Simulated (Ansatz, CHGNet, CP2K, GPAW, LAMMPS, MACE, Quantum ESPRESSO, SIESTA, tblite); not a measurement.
# Running amorphous polyacrylonitrile (as short chains C14N4H18) at 360 K (108 atoms) with GPAW

How near does GPAW come to plane waves for amorphous polyacrylonitrile (as short chains C14N4H18) at 360 K (108 atoms)?

Program: GPAW 26.7.0. Level of theory: the method is named at each step. Results are calculated unless marked as measured.

## 1. Set-up

The cell holds 108 atoms: 42 C, 12 N and 54 H. Its edges and angles: a = 10.346 Å, b = 10.346 Å, c = 10.346 Å, α = 90.0°, β = 90.0°, γ = 90.0°. 3 polyacrylonitrile chains of 4 units with methyl end groups placed at random, at 1.09 g/cm³; overlaps pushed apart, then 20 ps at 800 K with MMFF94 bonds, angles, torsions, charges and radii (Halgren, J. Comput. Chem. 17, 490 (1996)) in harmonic and 12-6 forms. Snapshot after 30 ps at 360 K and fixed volume.

The yardstick, on the same geometry:

- method: Kohn-Sham DFT, PBE, SSSP efficiency 1.3.0 pseudopotentials, plane waves (Quantum ESPRESSO 7.5); sssp-pbe-1.3.0-efficiency, cutoffs 60/480 Ry, Γ point
- r.m.s. force component: 1.208 eV/Å
- longest force: 5.409 eV/Å
- pressure: 3.22 GPa
- gap (highest filled to lowest empty level): 5.888 eV
- time: 1.8 min on 2 MPI ranks of Arm Neoverse V2, shared host
- CPU time: 3.6 min

## 2. PBE, LCAO dzp, h 0.18 Å

Method: Kohn-Sham DFT, PBE, PAW, atomic orbitals (dzp).

Contents of run.py:

```python
import numpy as np
from ase.io import read
from gpaw import GPAW, FermiDirac
from ase.parallel import parprint as print

atoms = read("structure.xyz")
atoms.calc = GPAW(
    mode="lcao",
    basis="dzp",
    h=0.18,
    xc="PBE",
    kpts={"size": (1, 1, 1), "gamma": True},
    occupations=FermiDirac(0.05),
    maxiter=200,
    symmetry={"point_group": False},
    txt="gpaw.txt",
)
energy = atoms.get_potential_energy(force_consistent=True)
forces = atoms.get_forces()
print(f"energy {energy:.6f} eV")
print("forces (eV/A)")
for i, (a, f) in enumerate(zip(atoms, forces)):
    print(f"{i:4d} {a.symbol:2s} {f[0]:10.5f} {f[1]:10.5f} {f[2]:10.5f}")
print(f"Fermi level {atoms.calc.get_fermi_level():.4f} eV")
for k in range(len(atoms.calc.get_ibz_k_points())):
    for s in range(atoms.calc.get_number_of_spins()):
        e = atoms.calc.get_eigenvalues(kpt=k, spin=s)
        n = np.searchsorted(e, atoms.calc.get_fermi_level())
        print(f"k {k} spin {s} levels about the Fermi level:", np.round(e[max(n - 6, 0):n], 4).tolist(), "|", np.round(e[n:n + 6], 4).tolist())
```

Contents of structure.xyz:

```xyz
108
Lattice="10.34621 0.00000 0.00000 0.00000 10.34621 0.00000 0.00000 0.00000 10.34621" Properties=species:S:1:pos:R:3 pbc="T T T"
C 0.73044 7.25176 3.71770
C 1.68291 6.50435 2.75457
C 2.69498 7.49448 2.24554
C 2.27420 7.99576 0.90902
N 1.98099 8.51441 10.24844
C 4.12245 6.89006 2.27337
C 4.61193 5.87934 1.24486
C 4.79071 6.61599 0.00445
N 4.64183 7.25683 9.43202
C 3.58548 4.71042 1.12256
C 4.33548 3.42656 0.81590
C 5.32623 3.05275 1.89667
N 5.88430 2.52023 2.79213
C 3.27447 2.42050 0.77690
C 3.48605 1.08718 0.07242
C 4.39331 0.24376 0.86815
N 5.13958 9.95378 1.46916
C 4.06927 1.10001 9.05697
H 1.20430 7.53711 4.62000
H 10.22392 6.69679 3.91573
H 0.30397 8.13843 3.15239
H 2.08042 5.78105 3.40183
H 1.21444 5.95787 1.93102
H 2.69260 8.42492 2.92332
H 4.11252 6.35599 3.16904
H 4.78864 7.68237 2.59773
H 5.47025 5.53729 1.65239
H 3.00940 4.63965 1.97271
H 2.85338 4.98791 0.51152
H 4.85072 3.44136 10.20974
H 2.38242 2.84500 0.19844
H 2.87987 2.29789 1.80800
H 2.56120 0.59791 10.29272
H 4.30102 2.17446 8.72972
H 4.98594 0.52704 8.97503
H 3.24612 0.68399 8.39347
C 1.73434 5.04150 6.35195
C 1.39498 5.22701 7.88092
C 0.19130 6.10933 7.98220
C 0.49196 7.38823 7.34912
N 0.77990 8.43382 6.88613
C 10.03189 6.35423 9.44112
C 8.56718 6.73807 9.44257
C 7.67947 5.65886 9.06152
N 6.97541 4.80126 8.81942
C 8.27852 7.29967 0.45347
C 8.95051 8.69454 0.86318
C 8.35394 9.04321 2.15098
N 7.91216 9.16105 3.19160
C 8.52859 9.78017 10.18408
C 8.83432 0.93592 0.17133
C 10.01875 1.41236 9.66667
N 0.57225 1.85425 9.03690
C 7.66923 1.84152 10.23509
H 2.51785 5.71152 6.10799
H 2.11559 4.00719 6.24011
[... 48 atom lines left out ...]
H 3.84310 9.35411 6.80243
H 3.70487 7.35471 5.46114
H 5.41107 7.55635 4.91207
H 5.05071 7.09740 6.66037
```

Run with:

```console
OMP_NUM_THREADS=1 mpirun -np 2 gpaw python run.py > output.txt
```

The program printed:

```text
energy -643.762580 eV
forces (eV/A)
   0 C     0.08806    1.34301   -3.78199
   1 C    -1.94931    1.57124    0.72212
   2 C     0.89853    0.55548   -0.69750
   3 C     0.75144    0.02188    1.49070
   4 N    -0.54446    0.35826   -1.10425
   5 C    -0.63016    1.35005   -0.10657
   6 C    -4.11673    1.88880   -0.76800
   7 C     0.47512   -3.63082    4.28678
   8 N    -0.36745    3.64565   -5.49088
   9 C     6.18750    0.44780    0.82613
  10 C     0.63683    0.48569    0.89852
  11 C    -0.89039   -0.05082   -0.25775
  12 N     0.24080    0.39108    0.03868
  13 C    -3.05794   -1.21104   -0.70416
  14 C     2.01328   -0.07714    2.04083
  15 C    -2.68753    1.61209   -1.35094
  16 N     2.47700   -2.12836    1.94221
  17 C    -0.63125    1.81694   -2.47297
  18 H     0.88441    0.66223    1.44516
  19 H    -2.38397   -1.84835    0.90065
  20 H     0.43061   -0.12951    0.71772
  21 H     1.59153   -1.78344    1.05774
  22 H    -0.70192   -0.14005   -0.31782
  23 H     0.08675   -0.77446   -0.62610
[...]
100 H     0.22309   -0.53009   -0.86618
 101 H    -0.10148    1.26166   -3.39756
 102 H    -0.21654   -1.33252   -1.78561
 103 H     0.01772   -0.42929   -0.49751
 104 H     0.20248    0.14795    0.16560
 105 H    -0.17422    0.04126   -0.00583
 106 H    -0.07634   -0.23387    0.32359
 107 H    -0.24649    0.28938   -0.49178
Fermi level -0.4684 eV
k 0 spin 0 levels about the Fermi level: [-2.5127, -2.4822, -2.4429, -2.3951, -2.3473, -2.252] | [3.7982, 3.916, 3.9501, 4.079, 4.1788, 4.2122]
```

gpaw.txt:

```text
Input parameters:
  mode=LCAO(),
  basis={'default': 'dzp'},
  h=0.18,
  kpts=MonkhorstPack(size=(1, 1, 1), gamma=True),
  maxiter=200,
  occupations=Occupations(name='fermi-dirac', width=0.05, fixmagmom=False),
  symmetry=Symmetry(point_group=False),
  xc=XC(name='PBE')
Unit cell  # Å
| periodic |         x |         y |         z |   lengths |    angles |
|----------|-----------|-----------|-----------|-----------|-----------|
|      yes | 10.346210 |  0.000000 |  0.000000 | 10.346210 | 90.000000 |
|      yes |  0.000000 | 10.346210 |  0.000000 | 10.346210 | 90.000000 |
|      yes |  0.000000 |  0.000000 | 10.346210 | 10.346210 | 90.000000 |
Number of symmetries: 1
Symmetry operations  # r_c * U_cc + t_c -> r_c
|   | kind |            matrix            |
|---|------|------------------------------|
| 0 |  E   |  1, 0, 0,  0, 1, 0,  0, 0, 1 |
BZ-sampling:
  Number of BZ points: 1
  Number of IBZ points: 1
  Monkhorst-Pack size: [1, 1, 1]
  Monkhorst-Pack shift: [0, 0, 0]
[... lines left out ...]
        l=0, rc=3.6094 Bohr: 1s-dz split-valence wave
        l=1, rc=6.4219 Bohr: p-type Gaussian polarization
      Number of RI-basis functions 0
Reference energy: -61615.507662  # eV
eigensolver:
density mixing:
  MSR1-Mixer
occupation numbers:
  Fermi-Dirac:
    width: 0.0500  # eV
FastPoissonSolver using
    Stencil: 6*3+1=19 point O(h^6) finite-difference Laplacian
xc functional:
  name: PBE with 2 nearest neighbor stencil
interpolation: tri-quintic # 5. degree polynomial
Initialization done in: 3.610 s
convergence criteria:
- Maximum [total energy] change in last 3 cyles: 0.0005 eV / valence electron
- Maximum integral of absolute [dens]ity change: 0.0001 electrons / valence electron
- Maximum integral of absolute [eigenst]ate change: 4e-08 eV^2 / valence electron
maximum number of iterations: 200
SCF iterations
|iter     |      energy | eigst |  dens |
|---------|-------------|-------|-------|
|iter:   1| -667.767029 |      c|       |
|iter:   2| -663.124381 |      c| -0.76 |
|iter:   3| -646.074670 |      c| -0.80 |
|iter:   4| -645.047090 |      c| -1.26 |
|iter:   5| -643.767358 |      c| -1.56 |
|iter:   6| -643.769794 |      c| -2.10 |
|iter:   7| -643.762708c|      c| -2.53 |
|iter:   8| -643.762606c|      c| -2.97 |
|iter:   9| -643.762597c|      c| -3.46 |
|iter:  10| -643.762580c|      c| -3.76 |
|iter:  11| -643.762580c|      c| -4.31c|
Converged in 11 steps
SCF loop duration: 33.093 s (3.008 s/step)
Energy contributions relative to reference atoms: (reference = -61615.507662)
Energy contributions:
  Kinetic:         555.813530
  Coulomb:        -608.007642
  Zero:              6.290508
  External:          0.000000
  Xc:             -597.858975
  Entropy:          -0.000000
  Spinorbit:         0.000000
  ----------------------------
  Free energy:    -643.762580
  Extrapolated:   -643.762580
dipole moment: (18.306347, -6.085423, 2.534047)  # |e|*Ang
Fermi level: -0.468
Eigenvalues  # (at kpt = [0.000, 0.000, 0.000])
| band index |      eig [eV] | occ [0-2] |
|------------|---------------|-----------|
|          0 |       -18.228 |     2.000 |
|        ... |               |           |
|        133 |        -2.594 |     2.000 |
|        134 |        -2.589 |     2.000 |
[...]
|        148 |         4.281 |     0.000 |
|        ... |               |           |
|        173 |         6.628 |     0.000 |
Gap: 6.050 eV
Transition (v -> c):
  (s=0, k=0, n=140, [0.00, 0.00, 0.00]) -> (s=0, k=0, n=141, [0.00, 0.00, 0.00])
No difference between direct/indirect transitions
Force computation time: 5.908  # s
```

Wall time 44 s (2 MPI ranks of Arm Neoverse V2, shared host); peak memory 1.2 GiB.

Banners, paths, timers and routine set-up lines are dropped from the logs unmarked, and long logs keep their key lines alone; longer cuts are marked.

Against the reference:

* r.m.s. force component: 1.464 eV/Å
* r.m.s. difference of force components: 569.4 meV/Å
* longest difference of force vectors: 2305 meV/Å
* force difference over r.m.s. force: 47.13 %
* slope of forces against the reference's: 1.124
* correlation of force components: 0.927
* gap (highest filled to lowest empty level): 6.05 eV
* gap difference: 0.1626 eV

This run lies far from the reference in forces at the same functional.

Length of the force difference by element (eV/Å):

```tsv
element	atoms	mean	most
C	42	0.76	1.8
H	54	0.56	0.85
N	12	2.1	2.3
```

Levels nearest the highest filled one (eV from it): -0.26, -0.23, -0.19, -0.14, -0.10, 0.00, 6.05, 6.17, 6.20, 6.33, 6.43, 6.46.

Local excerpt of 9 atoms (numbers count through the whole input) about H63, picked at random; x, y, z are measured from there.

```tsv
atom	x	y	z	distance (Å)	bonds	Fx	Fy	Fz (eV/Å)
H63	0.00	0.00	0.00	0.00	1	-0.18	0.51	-0.13
C43	0.14	-0.76	0.80	1.11	4	0.91	0.91	-1.09
C44	-0.75	-1.84	0.42	2.03	2	2.99	3.51	1.51
C42	1.61	-1.14	0.80	2.13	4	-0.72	0.17	-2.24
C46	-0.15	-0.20	2.16	2.17	4	1.23	0.53	0.59
H67	0.44	2.15	0.51	2.25	1	0.44	-0.59	-0.54
H65	-1.17	-0.03	2.14	2.44	1	-3.06	0.77	0.42
H61	2.08	-0.30	1.24	2.44	1	1.23	1.27	0.46
C39	2.11	-1.39	-0.66	2.61	4	-0.35	-0.58	1.96
```

Atoms are counted from 1 here, from 0 in the log.

Forces lie 47 % from the reference's, at 0.41 times its CPU time.

The difference per atom is largest on N (2.1 eV/Å on average, against 0.76 on C).

## 3. What came out

```yaml
force_difference_from_the_reference: GPAW PBE, LCAO dzp, h 0.18 Å, 47 %
its_cpu_time: 89 s
```

**Reading.** The PBE run in local orbitals differs by 47 % (GPAW PBE, LCAO dzp, h 0.18 Å); basis, grid and potentials can all enter, and differences of this size make the forces unusable. One electronic-structure run takes under half the reference's CPU time: GPAW PBE, LCAO dzp, h 0.18 Å, at 47 % in 89 s against 3.6 min. At the same functional, the gap of GPAW PBE, LCAO dzp, h 0.18 Å lies 0.16 eV above the reference's 5.89 eV. The network of contacts between molecules at the start is that of the classical potential that made the cell, and needn't be the one that DFT or experiment would give. The reference's PBE has no dispersion term, which matters for the binding between molecules or layers. The density was typed from a rule of thumb and may lie off the real one at this temperature. The electronic-structure runs sample only Γ, in a cell whose shortest periodic width is 10 Å.

[Also dropped from logs without a mark: logging warnings of Python, and SIESTA's first energy breakdown and zero terms.]

[Logs are printed without paths, hosts, clocks, repeated set-up lines and the standing remarks that a program may print on its own settings, such as how far it seeks lower states.]

[Hosts, paths, dates, database ids (printed as entryN), source tags and the programs' standing remarks are cut or masked in the printed files.]

[The MMFF94 radii named for the starting cell were scaled by 0.96; in molecules described by MMFF94, hydrogen bound to N, O or S took a small fixed 12-6 site in their place.]
